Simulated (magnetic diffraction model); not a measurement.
## Rb2Cu5Si4S14 below its ordering temperature

Space group P-1 (no. 2), a = 7.1350 Å, b = 9.6376 Å, c = 10.1460 Å, α = 114.42°, β = 93.14°, γ = 111.40°.

```csv
site,atom,x,y,z
2i,Rb,0.8567,0.6214,0.9410
2i,Cu,0.3185,0.8992,0.3189
2i,Cu,0.8827,0.0696,0.2252
1g,Cu,0,1/2,1/2
2i,S,0.7298,0.3135,0.9226
2i,S,0.0797,0.2735,0.4738
2i,S,0.1961,0.7056,0.7570
2i,S,0.4237,0.1406,0.5502
2i,S,0.2989,0.1105,0.0249
2i,S,0.5702,0.4959,0.2012
2i,S,0.9518,0.8638,0.2689
2i,Si,0.3958,0.7054,0.9035
2i,Si,0.2457,0.2630,0.6367
```

The compound is invented for this exercise: a known structure type with other elements, its cell scaled to their sizes and not relaxed.

Only Cu is taken to order (form factors of Cu2+); orders and moment sizes are assumed, and not adapted to the symmetry. Radiation: neutrons of λ = 2.52 Å, 5° to 35°; isotropic B of 0.41 Å² (Rb), 0.34 Å² (Cu), 0.44 Å² (S) and 0.41 Å² (Si). Simulated constant-wavelength pattern: nuclear and magnetic terms add, the magnetic one as |2.695 fm × Σ f S⊥ exp(2πi Q·r) exp(−B s²)|², summed over all Q at one angle with the factor 1/(sin²θ cos θ). For collinear order S is the moment m, which repeats by lattice and centring translations R with the sign exp(−2πi k·R). Free-ion form factors, Sears's scattering lengths of 1992, no absorption; a label names one of the reflections at its angle. The strongest nuclear line in the range is 100, and lines under 0.2 are left out.

Above the ordering temperature:

| 2θ (°) | index | I |
| --- | --- | --- |
| 16.16 | (0 0 1) | 9.0 |
| 17.88 | (0 1 -1) | 50.7 |
| 18.27 | (0 1 0) | 24.2 |
| 22.17 | (1 -1 0) | 14.5 |
| 22.55 | (1 0 0) | 74.0 |
| 24.40 | (1 0 -1) | 57.0 |
| 25.64 | (1 -1 1) | 29.7 |
| 29.72 | (0 1 1) | 12.0 |
| 30.98 | (1 0 1) | 2.5 |
| 31.90 | (1 1 -1) | 100.0 |
| 32.34 | (1 -2 1) | 8.7 |
| 32.63 | (0 2 -1) | 58.7 |
| 32.66 | (0 0 2) | 0.7 |
| 34.12 | (1 -2 0) | 8.7 |
| 34.89 | (1 1 0) | 0.3 |

Below it (cell unchanged):

```csv
2θ (°),I
16.16,13.9
17.88,63.5
18.27,40.5
22.17,18.6
22.55,79.2
24.40,70.9
25.64,29.9
28.99,0.7
29.36,1.2
29.72,14.6
30.98,3.0
31.90,102.8
32.34,9.9
32.63,59.8
32.66,2.3
34.12,15.0
34.89,1.4
```

**Question.** Find the propagation vector, then choose among these models:
A. collinear moments along [001], 0.79 μB on Cu; signs + at (0.3185, 0.8992, 0.3189), − at (0.6815, 0.1008, 0.6811), − at (0.8827, 0.0696, 0.2252), − at (0, 1/2, 1/2), + at (0.1173, 0.9304, 0.7748)
B. collinear moments along [101], 0.79 μB on Cu; signs + at (0.3185, 0.8992, 0.3189), − at (0.6815, 0.1008, 0.6811), − at (0.8827, 0.0696, 0.2252), − at (0, 1/2, 1/2), + at (0.1173, 0.9304, 0.7748)
C. collinear moments along [101], 0.79 μB on Cu; signs + at (0.3185, 0.8992, 0.3189), + at (0.6815, 0.1008, 0.6811), + at (0.8827, 0.0696, 0.2252), − at (0, 1/2, 1/2), − at (0.1173, 0.9304, 0.7748)
D. collinear moments along [001], 0.79 μB on Cu; signs + at (0.3185, 0.8992, 0.3189), + at (0.6815, 0.1008, 0.6811), + at (0.8827, 0.0696, 0.2252), − at (0, 1/2, 1/2), − at (0.1173, 0.9304, 0.7748)

No line moves, and magnetic intensity falls on nuclear lines such as the one at 18.27°; new lines at (-1 1 1) have whole indices that obey the lattice centring, at places with no nuclear intensity to speak of, so the magnetic cell equals the chemical primitive cell: k = 0.

Magnetic intensity, observed (below minus above) and for each model:

| 2θ (°) | index | observed | A | B | C | D |
| --- | --- | --- | --- | --- | --- | --- |
| 17.88 | (0 1 -1) | 12.8 | 1.2 | 1.8 | 12.8 | 8.4 |
| 18.27 | (0 1 0) | 16.3 | 11.1 | 11.1 | 16.3 | 16.3 |
| 22.17 | (1 -1 0) | 4.0 | 12.9 | 9.1 | 4.0 | 5.7 |
| 22.55 | (1 0 0) | 5.1 | 15.3 | 10.9 | 5.1 | 7.2 |
| 24.40 | (1 0 -1) | 13.9 | 2.9 | 4.4 | 13.9 | 9.1 |
| 25.64 | (1 -1 1) | 0.2 | 5.2 | 0.9 | 0.2 | 1.1 |
| 30.98 | (1 0 1) | 0.5 | 4.8 | 2.4 | 0.5 | 0.9 |
| 34.12 | (1 -2 0) | 6.3 | 2.3 | 2.0 | 6.3 | 7.3 |

Model C matches.

The structure used: k = (0 0 0), collinear moments along [101], 0.79 μB on Cu; signs + at (0.3185, 0.8992, 0.3189), + at (0.6815, 0.1008, 0.6811), + at (0.8827, 0.0696, 0.2252), − at (0, 1/2, 1/2), − at (0.1173, 0.9304, 0.7748).

[Logs are printed without paths, hosts, clocks, repeated set-up lines and the standing remarks that a program may print on its own settings, such as how far it seeks lower states.]
